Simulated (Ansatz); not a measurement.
Consider CaVO3 (Pm-3m).

The structure is cubic, space group Pm-3m (No. 221). Conventional cell: a = 3.830 Å, b = 3.830 Å, c = 3.830 Å, α = 90.00°, β = 90.00°, γ = 90.00°. Nearest to Ca lie 12 O at 2.71 Å. Nearest to V lie 6 O at 1.92 Å. Nearest to O lie 2 V at 1.92 Å and 4 Ca at 2.71 Å. Farther neighbours and most contacts between anions are not listed.

```cif
data_structure
_symmetry_space_group_name_H-M 'P 1'
_symmetry_Int_Tables_number 1
_cell_length_a 3.8304
_cell_length_b 3.8304
_cell_length_c 3.8304
_cell_angle_alpha 90.000
_cell_angle_beta 90.000
_cell_angle_gamma 90.000
_cell_volume 56.20
loop_
_atom_site_label
_atom_site_type_symbol
_atom_site_fract_x
_atom_site_fract_y
_atom_site_fract_z
_atom_site_occupancy
Ca1 Ca 0.00000 0.00000 0.00000 1
V2 V 0.50000 0.50000 0.50000 1
O3 O 0.50000 0.50000 0.00000 1
O4 O 0.50000 0.00000 0.50000 1
O5 O 0.00000 0.50000 0.50000 1
```

The cell and positions are those that the Materials Project relaxed with its own functionals (PBE, PBE+U or r2SCAN), kept fixed. The program's search for lower electronic states was switched off, so nothing shows that the state found is the lowest. PAW set soft_2, made with PBE.

A constrained-RPA run (Ansatz 0.2.0; non-magnetic LDA; V t2g, bands v1 to c2, 6×6×6 mesh, medium accuracy) builds 3 functions on bands 2.5 eV wide, with 1.0 electrons in the window. The bare on-site interaction is 16.1 eV and the bare J 0.56 eV.

Estimate U, U′ and J.

On the V t2g shell, U = 3.19 eV (20 % of the bare value), U′ = 2.34 eV, J = 0.41 eV.

The parent state is non-magnetic and the interaction static (zero frequency); U depends on the window and the orbitals, so it belongs to this model alone.

[Paths, hosts, dates, memory and timing lines, banners, echoed tables and standing remarks are left out of the program output.]

[Logs are printed without paths, hosts, clocks, repeated set-up lines and the standing remarks that a program may print on its own settings, such as how far it seeks lower states.]

[Runs of the session that timed out or met a known fault of the program may be left out.]

[Hosts, paths, dates, database ids (printed as entryN), source tags and the programs' standing remarks are cut or masked in the printed files.]
